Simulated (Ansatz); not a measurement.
# EuMnSbF: which shell does photoemission see at 21.2 and 150 eV? (PBE)

The valence band of EuMnSbF mixes several shells. Work out by hand which one leads the spectrum's area at each photon energy.

Filled states come from the projected DOS of Ansatz 0.2.0 (PBE, plane waves); cross sections σ and asymmetry parameters β are those of free atoms in a Dirac–Hartree–Slater calculation. A shell's area is states × σ × angular factor, which is 1 − β·P₂(cos θ)/2 for unpolarised light, with θ = 54.7° from the beam and P₂ = 0.001.

**At 21.2 eV** (states counted from 11.2 eV below the zero; other shells add 0.19 to the products' sum of 52.1):

```
shell  filled states a cell  cross section (Mb an electron)      β  angular factor  product  share by hand (%)  share in the simulated spectrum (%)
Eu 5d                  2.31                            2.63   0.67            1.00     6.09                 12                                   12
Eu 4f                 13.70                           0.206   1.53            1.00     2.82                  5                                    5
Sb 5p                  7.81                           0.974   1.91            1.00      7.6                 15                                   15
Mn 3d                 11.29                            1.16  -0.13            1.00     13.1                 25                                   25
 F 2p                 11.01                            2.03   0.40            1.00     22.3                 43                                   43
```

**At 150 eV** (states counted from 29.9 eV below the zero; other shells add 1.8 to the products' sum of 15.7):

| shell | filled states a cell | cross section (Mb an electron) | β | angular factor | product | share by hand (%) | share in the simulated spectrum (%) |
| --- | --- | --- | --- | --- | --- | --- | --- |
| Eu 5d | 2.61 | 0.00403 | -0.46 | 1.00 | 0.0105 | 0 | 0 |
| Eu 4f | 13.71 | 0.615 | 0.44 | 1.00 | 8.43 | 54 | 55 |
| Sb 5p | 7.86 | 0.0104 | 0.49 | 1.00 | 0.0818 | 1 | 1 |
| Mn 3d | 11.29 | 0.321 | 1.08 | 1.00 | 3.62 | 23 | 23 |
| F 2p | 11.12 | 0.157 | 1.49 | 1.00 | 1.74 | 11 | 11 |

F 2p leads at 21.2 eV and Eu 4f at 150 eV. Between the two energies σ of F 2p changes by a factor 0.077 and that of Eu 4f by 3.0, so their ratio moves 39-fold in favour of the second. The simulated spectrum uses the same rule on the energy-resolved DOS, so the two share columns agree within a few points.

Only crystals where the two columns agree within 4 points and the lead is clear are worked in this form. Free-atom cross sections ignore the solid's final states, no escape depth or background enters, and the count of states a shell hangs on the projection.

[Logs are printed without paths, hosts, clocks, repeated set-up lines and the standing remarks that a program may print on its own settings, such as how far it seeks lower states.]
